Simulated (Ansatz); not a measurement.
# (KF)3(LiCl)1 [001] superlattice, started as rocksalt type: from the cell to its phonons

How does (KF)3(LiCl)1 [001] superlattice, started as rocksalt type vibrate, and is this structure a minimum?

Main program and level: Ansatz 0.2.0; DFT PBEsol, scalar-relativistic, plane waves, PAW.

The structure was built from a prototype and need not be the compound's stable phase.

## Step 1: Starting point

Symmetry: P4/mmm, No. 123, tetragonal system. Conventional cell: a = 3.746 Å, b = 3.746 Å, c = 10.595 Å, α = 90.00°, β = 90.00°, γ = 90.00°. Cl has 2 K at 2.65 Å and 4 Li at 2.65 Å nearest. F has 1 Li at 2.65 Å and 5 K at 2.65 Å nearest. F has 6 K at 2.65 Å nearest. Nearest to K lie 1 Cl at 2.65 Å and 5 F at 2.65 Å. K has 6 F at 2.65 Å nearest. Nearest to Li lie 2 F at 2.65 Å and 4 Cl at 2.65 Å. Farther neighbours and most contacts between anions are not listed.

Coordinates:

```cif
data_structure
_symmetry_space_group_name_H-M 'P4/mmm'
_symmetry_Int_Tables_number 123
_cell_length_a 3.7459
_cell_length_b 3.7459
_cell_length_c 10.5950
_cell_angle_alpha 90.000
_cell_angle_beta 90.000
_cell_angle_gamma 90.000
_cell_volume 148.67
loop_
_atom_site_label
_atom_site_type_symbol
_atom_site_symmetry_multiplicity
_atom_site_Wyckoff_symbol
_atom_site_fract_x
_atom_site_fract_y
_atom_site_fract_z
_atom_site_occupancy
Cl1 Cl 1 b 0.00000 0.00000 0.50000 1
F1 F 2 h 0.50000 0.50000 0.75000 1
F2 F 1 a 0.00000 0.00000 0.00000 1
K1 K 2 g 0.00000 0.00000 0.75000 1
K2 K 1 c 0.50000 0.50000 0.00000 1
Li1 Li 1 d 0.50000 0.50000 0.50000 1
```

## Step 2: Coarse relaxation

The start is far from rest, so a relaxation with loose tolerances brings it close first.

Contents of input.yaml:

```yaml
crystal:
  lattice:
    - [2.64875, 2.64875, 0.0]
    - [-2.64875, 2.64875, 0.0]
    - [0.0, 0.0, 10.595]
  atoms:
    - { symbol: Cl, position: [0.0, 0.0, 0.75] }
    - { symbol: F, position: [0.5, 0.5, 0.0] }
    - { symbol: F, position: [0.0, 0.0, 0.25] }
    - { symbol: F, position: [0.5, 0.5, 0.5] }
    - { symbol: K, position: [0.0, 0.0, 0.0] }
    - { symbol: K, position: [0.5, 0.5, 0.25] }
    - { symbol: K, position: [0.0, 0.0, 0.5] }
    - { symbol: Li, position: [0.5, 0.5, 0.75] }
kpoints:
  mp_grid: { grid: [6, 6, 2] }
hamiltonian:
  xc: pbesol
scf:
  occupations: { method: gaussian, width: 0.1 }
output:
  forces: true
  stress: true
  eigenvalues: true
relax:
  adjacent_minimum: "off"
  f_tol: 0.05
  max_steps: 80
  cell: { stress_tol: 0.5 }
```

The run is started by

```sh
$ ansatz run input.yaml --threads 4 --pin off --max-ram 14336MiB --backend cpu --events-out ev --progress --plain --runs-dir out
```

Numbers of over 12 decimals in the logs are rounded to 6 here.

Log:

```text
The last accepted step is kept in <dir> (removed where the run ends without a failure and the disk answers)
Engine: ansatz 0.2.0, x86_64-unknown-linux-gnu
Pseudopotentials: kind: paw
Pseudopotential: Cl, paw, valence charge 7, recommended cutoff 420 eV (normal), Cl.paw.azcp
Pseudopotential: F, paw, valence charge 7, recommended cutoff 420 eV (normal), F.paw.azcp
[...]
- [2.595707, 2.595707, 0.0]
    - [-2.595707, 2.595707, 0.0]
    - [0.0, 0.0, 11.131737]
  atoms:
    - { symbol: Cl, position: [0, 0, 0.750000] }
    - { symbol: F, position: [0.5, 0.5, 0.00358614] }
    - { symbol: F, position: [0, 0, 0.25] }
    - { symbol: F, position: [0.5, 0.5, 0.496414] }
    - { symbol: K, position: [0, 0, 0.014641] }
    - { symbol: K, position: [0.5, 0.5, 0.25] }
    - { symbol: K, position: [0, 0, 0.485359] }
    - { symbol: Li, position: [0.5, 0.5, 0.750000] }
[key lines of the parts left out:]
SCF converged after 5 iterations
Free energy (F): -8224.386880 eV
Fermi energy:    4.311224 eV
P = ⅓ Tr σ = 0.1566 GPa (1.566 kbar)
```

It took 9.6 s on 4 threads of Intel Xeon Platinum 8375C at 2.90GHz (Ice Lake), shared host; peak memory 0.57 GiB; 34 s of CPU time.

Relaxation path:

| step | energy less that of the first step (eV) | largest force component (eV/Å) | pressure (GPa) | volume (Å³) |
| --- | --- | --- | --- | --- |
| 1 | 0.0000 | 1.2852 | 1.03 | 148.67 |
| 2 | -0.2055 | 0.5111 | -0.05 | 149.00 |
| 3 | -0.2652 | 0.0688 | -0.01 | 149.56 |
| 4 | -0.2795 | 0.0467 | 0.06 | 149.71 |
| 5 | -0.2842 | 0.0150 | 0.05 | 150.00 |
| 6* | -0.2936 | 0.0153 | 0.16 | 150.00 |

Relaxation steps marked * repeat the geometry before them on a plane-wave basis chosen anew for their cell, so energy and pressure can jump there.

The run keeps the 16 symmetry operations that it works with, so distortions that break them were not tested.

| conventional cell, symmetrised | before | after | change |
| --- | --- | --- | --- |
| a (Å) | 3.746 | 3.671 | -2.0 % |
| b (Å) | 3.746 | 3.671 | -2.0 % |
| c (Å) | 10.595 | 11.132 | +5.1 % |
| volume (Å³/atom) | 18.58 | 18.75 | +0.9 % |

The atoms that moved most (Å, as changes of fractional coordinates times the final cell):

| atom | dx | dy | dz | length |
| --- | --- | --- | --- | --- |
| K5 | 0.000 | 0.000 | 0.163 | 0.163 |
| K7 | 0.000 | 0.000 | -0.163 | 0.163 |
| F2 | 0.000 | 0.000 | 0.040 | 0.040 |
| F4 | 0.000 | 0.000 | -0.040 | 0.040 |

A gap read on the k-mesh alone can miss the band edges.

This step gave:

```yaml
pressure: 0.1566 GPa
gap_on_the_k_mesh: 5.776 eV
volume_per_atom: 18.75 Å³
direct_gap_on_mesh: 5.776 eV
```

In this step the volume went from 18.58 to 18.75 Å³/atom.

## Step 3: Bringing the structure to rest

Harmonic phonons are second derivatives at a point where the forces vanish, and they are wanted at zero stress, so atoms and cell are relaxed first.

Contents of input.yaml:

```yaml
crystal:
  lattice:
    - [2.595706867, 2.595706867, 0.0]
    - [-2.595706867, 2.595706867, 0.0]
    - [0.0, 0.0, 11.1317371546]
  atoms:
    - { symbol: Cl, position: [0.0, 0.0, 0.75] }
    - { symbol: F, position: [0.5, 0.5, 0.0035861373] }
    - { symbol: F, position: [0.0, 0.0, 0.25] }
    - { symbol: F, position: [0.5, 0.5, 0.4964138627] }
    - { symbol: K, position: [0.0, 0.0, 0.0146408081] }
    - { symbol: K, position: [0.5, 0.5, 0.25] }
    - { symbol: K, position: [0.0, 0.0, 0.4853591919] }
    - { symbol: Li, position: [0.5, 0.5, 0.75] }
kpoints:
  mp_grid: { grid: [6, 6, 2] }
hamiltonian:
  xc: pbesol
scf:
  occupations: { method: gaussian, width: 0.02 }
output:
  forces: true
  stress: true
  eigenvalues: true
  write_density: true
  write_potential: true
  elf: true
  volumetric_format: npy
relax:
  adjacent_minimum: "off"
  f_tol: 0.005
  max_steps: 80
  cell: { stress_tol: 0.05 }
```

Log:

```text
[...]
Crystal: 8 atoms, lattice volume = 150.004 Å³
Basis set: ecut = 420 eV, 2925 PW (Γ), exchange–correlation on 50×50×150 points (8 copies of the dense FFT grid, shifted against one another)
Bands: 37, of which v1, the nominal top of the filled ones, is band 29 counted from 1 (28 counted from 0)
Symmetry: 16 space group operations
[...]
k-points: 20 of 72
[...]
SCF iter   1: F=—  HF=-8224.421061 eV  |F-HF|=—  |Δ(HF+E_count)|=         —  Δρ=1.01e-2  dr2=1.17e-1  ethr=1.77e-3  ⟨swp⟩=8.1  Hψ=3658  notcnv=0  defer=2
[...]
SCF iter   8: F=-8224.386880 eV  HF=-8224.386880 eV  |F-HF|=1.59e-8  |Δ(HF+E_count)|=   1.54e-7  Δρ=2.56e-6  dr2=9.67e-9  ethr=1.72e-10  ⟨swp⟩=12.9  Hψ=4958  notcnv=0
SCF 1 converged in 8 iterations: F = -8224.386880 eV  dr2 = 9.67e-9
[...]
relax step   1: F+E_penalty+E_count = -8224.38687982 eV  Δ(F+E_penalty+E_count) = +0.000e0 eV  max|allowed force component| = 1.529e-2 eV/Å  Δτ_max = 0.0000 Å  P = +0.157 GPa  Ω = 150.004 Å³  (8 SCF iters, dr2 threshold 1.00e-7 eV, accepted)
Crystal: 8 atoms, lattice volume = 151.102 Å³
Basis set: ecut = 420 eV, 2941 PW (Γ), exchange–correlation on 50×50×150 points (8 copies of the dense FFT grid, shifted against one another)
[...]
SCF iter   6: F=-8224.386629 eV  HF=-8224.386629 eV  |F-HF|=1.62e-8  |Δ(HF+E_count)|=   1.05e-7  Δρ=6.64e-6  dr2=5.19e-8  ethr=5.91e-10  ⟨swp⟩=9.0  Hψ=4705  notcnv=0
SCF 2 converged in 6 iterations: F = -8224.386629 eV  dr2 = 5.19e-8
relax step   2: F+E_penalty+E_count = -8224.38662882 eV  Δ(F+E_penalty+E_count) = +2.510e-4 eV  max|allowed force component| = 4.569e-3 eV/Å  Δτ_max = 0.0183 Å  P = -0.035 GPa  Ω = 151.102 Å³  energy of the carried Pulay correction = -1.764e-3 eV  (6 SCF iters, dr2 threshold 3.43e-7 eV, accepted)
Crystal: 8 atoms, lattice volume = 151.151 Å³
[...]
SCF iter   6: F=-8224.386675 eV  HF=-8224.386675 eV  |F-HF|=2.53e-10  |Δ(HF+E_count)|=   4.06e-8  Δρ=2.57e-6  dr2=7.58e-9  ethr=3.13e-11  ⟨swp⟩=8.0  Hψ=4103  notcnv=0
SCF 3 converged in 6 iterations: F = -8224.386675 eV  dr2 = 7.58e-9
relax step   3: F+E_penalty+E_count = -8224.38667466 eV  Δ(F+E_penalty+E_count) = -4.584e-5 eV  max|allowed force component| = 1.277e-2 eV/Å  Δτ_max = 0.0049 Å  P = -0.022 GPa  Ω = 151.151 Å³  energy of the carried Pulay correction = -1.842e-3 eV  (6 SCF iters, dr2 threshold 1.82e-8 eV, accepted)
[...]
relax step   4: F+E_penalty+E_count = -8224.38684654 eV  Δ(F+E_penalty+E_count) = -1.719e-4 eV  max|allowed force component| = 4.347e-3 eV/Å  Δτ_max = 0.0028 Å  P = +0.008 GPa  Ω = 151.064 Å³  energy of the carried Pulay correction = -1.703e-3 eV  (6 SCF iters, dr2 threshold 1.02e-8 eV, accepted)
[...]
relax step   5: F+E_penalty+E_count = -8224.38885999 eV  Δ(F+E_penalty+E_count) = -2.013e-3 eV  max|allowed force component| = 4.381e-3 eV/Å  Δτ_max = 0.0000 Å  P = +0.034 GPa  Ω = 151.064 Å³  stress off target by 5.10e-2 GPa  SCF on the basis re-selected at this cell (its energy is not comparable with the rows above)  (7 SCF iters)
[...]
relax step   6: F+E_penalty+E_count = -8224.38864303 eV  Δ(F+E_penalty+E_count) = +2.170e-4 eV  max|allowed force component| = 2.490e-4 eV/Å  Δτ_max = 0.0009 Å  P = +0.004 GPa  Ω = 151.217 Å³  energy of the carried Pulay correction = -2.423e-4 eV  (5 SCF iters, dr2 threshold 6.49e-9 eV, accepted)
[...]
SCF iter   6: F=-8224.389017 eV  HF=-8224.389017 eV  |F-HF|=2.36e-11  |Δ(HF+E_count)|=  7.46e-11  Δρ=2.46e-7  dr2=4.40e-11  ethr=1.00e-12  ⟨swp⟩=5.9  Hψ=2989  notcnv=0
SCF 7 converged in 6 iterations: F = -8224.389017 eV  dr2 = 4.40e-11
relax step   7: F+E_penalty+E_count = -8224.38901699 eV  Δ(F+E_penalty+E_count) = -3.740e-4 eV  max|allowed force component| = 2.193e-4 eV/Å  Δτ_max = 0.0000 Å  P = +0.005 GPa  Ω = 151.217 Å³  stress off target by 8.54e-3 GPa  SCF on the basis re-selected at this cell (its energy is not comparable with the rows above)  (6 SCF iters)
[...]
SCF converged after 6 iterations
Free energy (F): -8224.389017 eV
[...]
Internal energy: -8224.389017 eV  (E = F + TS)
E sigma→0 (E₀):  -8224.389017 eV
Fermi energy:    4.222385 eV
[...]
--- Forces (eV/Å), atoms counted from 1 ---
  atom   1  Cl    -0.00000000     0.00000000     0.00000000
  atom   2  F      0.00000000     0.00000000    -0.00021928
  atom   3  F      0.00000000    -0.00000000     0.00000000
  atom   4  F      0.00000000     0.00000000     0.00021928
  atom   5  K      0.00000000    -0.00000000    -0.00019172
  atom   6  K      0.00000000    -0.00000000     0.00000000
  atom   7  K      0.00000000    -0.00000000     0.00019172
  atom   8  Li     0.00000000     0.00000000     0.00000000
  max |Σ_I F_I| component: 3.80e-29 eV/Å
--- Stress (GPa, compression-positive) ---
        0.003791       0.000000       0.000000
        0.000000       0.003791       0.000000
        0.000000       0.000000       0.008545
  P = ⅓ Tr σ = 0.0054 GPa (0.054 kbar)
--- Band table (eV; the first three rows and the last of 20) ---
  k-point 0: bands = [... 25 lower, 1.3397, 1.3397, 1.3644, 1.3644, 7.0803, 8.5943, 9.0321, 9.4303, ... 4 higher]
  k-point 1: bands = [... 25 lower, 1.3463, 1.3463, 1.3576, 1.3576, 7.4080, 7.8644, 9.4937, 10.0404, ... 4 higher]
  k-point 2: bands = [... 25 lower, 1.1580, 1.2406, 1.2448, 1.2703, 7.5883, 8.9597, 9.1477, 9.8438, ... 4 higher]
  k-point 19: bands = [... 25 lower, 1.2551, 1.2551, 1.2638, 1.2638, 9.1436, 9.5683, 9.5683, 9.8745, ... 4 higher]
--- Relaxed structure (5 steps of the walk, 5 accepted, 2 SCFs on fresh bases) ---
[...]
cell:  # Å, volume = 151.2169 Å³
    - [2.594376, 2.594376, 0.0]
    - [-2.594376, 2.594376, 0.0]
    - [0.0, 0.0, 11.233229]
  atoms:
    - { symbol: Cl, position: [0, 0, 0.75] }
    - { symbol: F, position: [0.5, 0.5, 0.00587714] }
    - { symbol: F, position: [0, 0, 0.25] }
    - { symbol: F, position: [0.5, 0.5, 0.494123] }
    - { symbol: K, position: [0, 0, 0.015111] }
    - { symbol: K, position: [0.5, 0.5, 0.25] }
    - { symbol: K, position: [0, 0, 0.484889] }
    - { symbol: Li, position: [0.5, 0.5, 0.75] }
```

It took 10 s on 4 threads; peak memory 0.59 GiB.

Relaxation path:

| step | energy less that of the first step (eV) | largest force component (eV/Å) | pressure (GPa) | volume (Å³) |
| --- | --- | --- | --- | --- |
| 1 | 0.0000 | 0.0153 | 0.16 | 150.00 |
| 2 | 0.0003 | 0.0046 | -0.03 | 151.10 |
| 3 | 0.0002 | 0.0128 | -0.02 | 151.15 |
| 4 | 0.0000 | 0.0043 | 0.01 | 151.06 |
| 5* | -0.0020 | 0.0044 | 0.03 | 151.06 |
| 6 | -0.0018 | 0.0002 | 0.00 | 151.22 |
| 7* | -0.0021 | 0.0002 | 0.01 | 151.22 |

Relaxation steps marked * repeat the geometry before them on a plane-wave basis chosen anew for their cell, so energy and pressure can jump there.

Forces are held to the 16 operations that the run works with; a distortion that breaks them can't arise in this run.

| conventional cell, symmetrised | before | after | change |
| --- | --- | --- | --- |
| a (Å) | 3.671 | 3.669 | -0.1 % |
| b (Å) | 3.671 | 3.669 | -0.1 % |
| c (Å) | 11.132 | 11.233 | +0.9 % |
| volume (Å³/atom) | 18.75 | 18.90 | +0.8 % |

The atoms that moved most (Å, as changes of fractional coordinates times the final cell):

| atom | dx | dy | dz | length |
| --- | --- | --- | --- | --- |
| F4 | 0.000 | 0.000 | -0.026 | 0.026 |
| F2 | 0.000 | 0.000 | 0.026 | 0.026 |
| K7 | 0.000 | 0.000 | -0.005 | 0.005 |
| K5 | 0.000 | 0.000 | 0.005 | 0.005 |

The relaxed structure:

```cif
data_structure
_symmetry_space_group_name_H-M 'P 1'
_symmetry_Int_Tables_number 1
_cell_length_a 3.6690
_cell_length_b 3.6690
_cell_length_c 11.2332
_cell_angle_alpha 90.000
_cell_angle_beta 90.000
_cell_angle_gamma 90.000
_cell_volume 151.22
loop_
_atom_site_label
_atom_site_type_symbol
_atom_site_fract_x
_atom_site_fract_y
_atom_site_fract_z
_atom_site_occupancy
Cl1 Cl 0.00000 0.00000 0.75000 1
F2 F 0.50000 0.50000 0.00588 1
F3 F 0.00000 0.00000 0.25000 1
F4 F 0.50000 0.50000 0.49412 1
K5 K 0.00000 0.00000 0.01511 1
K6 K 0.50000 0.50000 0.25000 1
K7 K 0.00000 0.00000 0.48489 1
Li8 Li 0.50000 0.50000 0.75000 1
```

This step gave:

* pressure: 0.005375 GPa
* gap on the k-mesh: 5.716 eV
* volume per atom: 18.90 Å³
* direct gap on mesh: 5.716 eV

Electrostatic potential energy in the ac plane at fractional y = 0.000, with atoms of Cl and F and K within 0.2 Å of it. With pseudopotentials it is smooth inside the atoms' cores, unlike the true potential.

Ten even steps from '0' (-44 eV) to '9' (8 eV), each cell a mean:
```
12479999998742
77899999999987
99999999999999
88999999999998
23689999999853
00169999998510
00379999999620
56899999999876
99999999999999
99999999999999
55789999999875
01368999998520
00268999998510
34689999999753
88999999999998
99999999999999
56999999999986
01599999999831
12699999999952
89999999999999
99999999999999
67899999999887
12478999998631
00268999998410
```
Columns run along a (3.7 Å; values clipped at the 3rd and 97th percentile), rows up along c (11.2 Å). Atoms in or near the plane, at fractional coordinates: Cl at (0.00, 0.75), F at (0.00, 0.25), K at (0.00, 0.02), K at (0.00, 0.48).

Valence density in the ac plane at fractional y = 0.000, with atoms of Cl and F and K within 0.2 Å of it. It is the smooth field of the valence electrons, not physical close to the nuclei.

Ten steps, logarithmic in the rise over the least value, from '_' (0 e/Å³) to '@' (11 e/Å³), each cell a mean:
```
##**++--..__________::==****
==--::..______________..----
......__________________....
----::....__________..::::--
++++++--::..______..::==++++
--++++==--..____..::--++++++
++++++==--..____..::--==++++
++====::....______..::--==++
::::....______________....::
::....__________________....
++++==::..__________..--==++
####**==::________..::++**##
####**==::..______..--++####
****++--..__________..--++**
--::....______________..::::
::::..________________....::
****==::..__________..--==**
@@@@**--::________..::==##@@
@@%%**--..__________::==**%%
====--..____________..::--==
......__________________....
====--..____________..::--==
####**==::________..::==**##
####**==::..______..--++####
```
Columns run along a (3.7 Å), rows up along c (11.2 Å). Atoms in or near the plane, at fractional coordinates: Cl at (0.00, 0.75), F at (0.00, 0.25), K at (0.00, 0.02), K at (0.00, 0.48).

ELF in the ac plane at fractional y = 0.000, with atoms of Cl and F and K within 0.2 Å of it. It is the smooth field of the valence electrons, not physical close to the nuclei.

Values, 24 rows by 14 columns, each cell a mean:
```
0.84 0.86 0.85 0.70 0.36 0.06 0.01 0.01 0.02 0.11 0.45 0.78 0.86 0.86
0.60 0.55 0.44 0.23 0.08 0.01 0.01 0.01 0.01 0.02 0.10 0.30 0.47 0.57
0.14 0.13 0.10 0.07 0.05 0.02 0.01 0.01 0.01 0.03 0.05 0.08 0.11 0.13
0.75 0.74 0.69 0.58 0.42 0.19 0.05 0.02 0.07 0.25 0.46 0.62 0.70 0.74
0.83 0.85 0.86 0.82 0.71 0.42 0.11 0.04 0.17 0.52 0.74 0.84 0.86 0.85
0.37 0.60 0.82 0.86 0.79 0.53 0.14 0.05 0.23 0.63 0.81 0.86 0.78 0.54
0.59 0.72 0.84 0.85 0.77 0.50 0.13 0.05 0.22 0.60 0.80 0.86 0.82 0.69
0.87 0.86 0.84 0.78 0.64 0.34 0.08 0.04 0.14 0.43 0.68 0.81 0.85 0.86
0.48 0.46 0.42 0.33 0.22 0.09 0.02 0.01 0.04 0.12 0.24 0.36 0.43 0.47
0.20 0.17 0.11 0.05 0.02 0.01 0.01 0.01 0.01 0.01 0.03 0.07 0.13 0.18
0.81 0.79 0.70 0.46 0.18 0.03 0.01 0.01 0.01 0.05 0.23 0.56 0.73 0.80
0.73 0.82 0.87 0.79 0.47 0.09 0.01 0.01 0.02 0.16 0.57 0.84 0.86 0.80
0.65 0.77 0.87 0.82 0.53 0.11 0.01 0.01 0.02 0.20 0.62 0.85 0.86 0.74
0.85 0.85 0.81 0.63 0.31 0.06 0.01 0.01 0.01 0.10 0.39 0.71 0.82 0.85
0.36 0.33 0.25 0.12 0.04 0.01 0.00 0.00 0.01 0.02 0.05 0.16 0.27 0.34
0.27 0.24 0.19 0.12 0.06 0.02 0.01 0.00 0.01 0.03 0.07 0.14 0.21 0.25
0.78 0.78 0.72 0.54 0.29 0.07 0.01 0.01 0.02 0.11 0.34 0.61 0.74 0.78
0.56 0.71 0.80 0.69 0.42 0.11 0.02 0.01 0.03 0.18 0.49 0.75 0.80 0.67
0.69 0.77 0.79 0.66 0.38 0.10 0.02 0.01 0.03 0.16 0.45 0.72 0.80 0.75
0.64 0.61 0.53 0.36 0.18 0.05 0.01 0.01 0.01 0.07 0.22 0.42 0.55 0.62
0.11 0.10 0.08 0.05 0.02 0.01 0.00 0.00 0.00 0.01 0.03 0.05 0.08 0.11
0.68 0.65 0.54 0.33 0.12 0.02 0.01 0.00 0.01 0.04 0.16 0.40 0.57 0.66
0.80 0.84 0.86 0.76 0.43 0.09 0.01 0.01 0.02 0.15 0.53 0.81 0.86 0.83
0.60 0.75 0.86 0.82 0.54 0.12 0.01 0.01 0.02 0.20 0.63 0.85 0.85 0.71
```
Columns run along a (3.7 Å), rows up along c (11.2 Å). Atoms in or near the plane, at fractional coordinates: Cl at (0.00, 0.75), F at (0.00, 0.25), K at (0.00, 0.02), K at (0.00, 0.48).

In this step the volume went from 18.75 to 18.90 Å³/atom.

## Step 4: Relaxing to small forces for the phonons

Phonons need a cell at rest on their own settings, so the relaxation is repeated with tight tolerances on forces and stress on the k mesh and occupations of the first response run.

Contents of input.yaml:

```yaml
crystal:
  lattice:
    - [2.5943761056, 2.5943761056, 0.0]
    - [-2.5943761056, 2.5943761056, 0.0]
    - [0.0, 0.0, 11.2332288308]
  atoms:
    - { symbol: Cl, position: [0.0, 0.0, 0.75] }
    - { symbol: F, position: [0.5, 0.5, 0.0058771443] }
    - { symbol: F, position: [0.0, 0.0, 0.25] }
    - { symbol: F, position: [0.5, 0.5, 0.4941228557] }
    - { symbol: K, position: [0.0, 0.0, 0.0151112498] }
    - { symbol: K, position: [0.5, 0.5, 0.25] }
    - { symbol: K, position: [0.0, 0.0, 0.4848887502] }
    - { symbol: Li, position: [0.5, 0.5, 0.75] }
kpoints:
  mp_grid: { grid: [8, 8, 2] }
hamiltonian:
  xc: pbesol
scf:
  occupations: { method: fixed }
output:
  forces: true
  stress: true
  eigenvalues: true
relax:
  adjacent_minimum: "off"
  f_tol: 0.001
  max_steps: 60
  cell: { stress_tol: 0.01 }
```

Log:

```text
[...]
Crystal: 8 atoms, lattice volume = 151.217 Å³
Basis set: ecut = 420 eV, 2941 PW (Γ), exchange–correlation on 50×50×160 points (8 copies of the dense FFT grid, shifted against one another)
Bands: 37, of which v1, the nominal top of the filled ones, is band 29 counted from 1 (28 counted from 0)
Symmetry: 16 space group operations
[...]
k-points: 30 of 128
[...]
- [-2.5943761056, 2.5943761056, 0.0]
    - [0.0, 0.0, 11.2332288308]
  atoms:
    - { symbol: Cl, position: [0.0, 0.0, 0.75] }
    - { symbol: F, position: [0.5, 0.5, 0.0058771443] }
    - { symbol: F, position: [0.0, 0.0, 0.25] }
    - { symbol: F, position: [0.5, 0.5, 0.494123] }
    - { symbol: K, position: [0.0, 0.0, 0.0151112498] }
    - { symbol: K, position: [0.5, 0.5, 0.25] }
    - { symbol: K, position: [0.0, 0.0, 0.4848887502] }
    - { symbol: Li, position: [0.5, 0.5, 0.75] }
[key lines of the parts left out:]
SCF converged after 10 iterations
Free energy (F): -8224.388906 eV
Fermi energy:    1.364385 eV
P = ⅓ Tr σ = 0.0049 GPa (0.049 kbar)
```

The job ended after 4.9 s (4 threads; peak memory 0.6 GiB).

Little changed from the start: no atom moved by 0.005 Å and no cell edge by 0.1 %.

Numbers from this step:

| Quantity | Value |
| --- | --- |
| pressure | 0.004906 GPa |

The largest force component left is 0.20 meV/Å and the pressure is 0.005 GPa, within the tolerances set. The cell now holds 18.90 Å³/atom.

[end of part 1 of 2]

[Logs are printed without paths, hosts, clocks, repeated set-up lines and the standing remarks that a program may print on its own settings, such as how far it seeks lower states.]

[Hosts, paths, dates, database ids (printed as entryN), source tags and the programs' standing remarks are cut or masked in the printed files.]
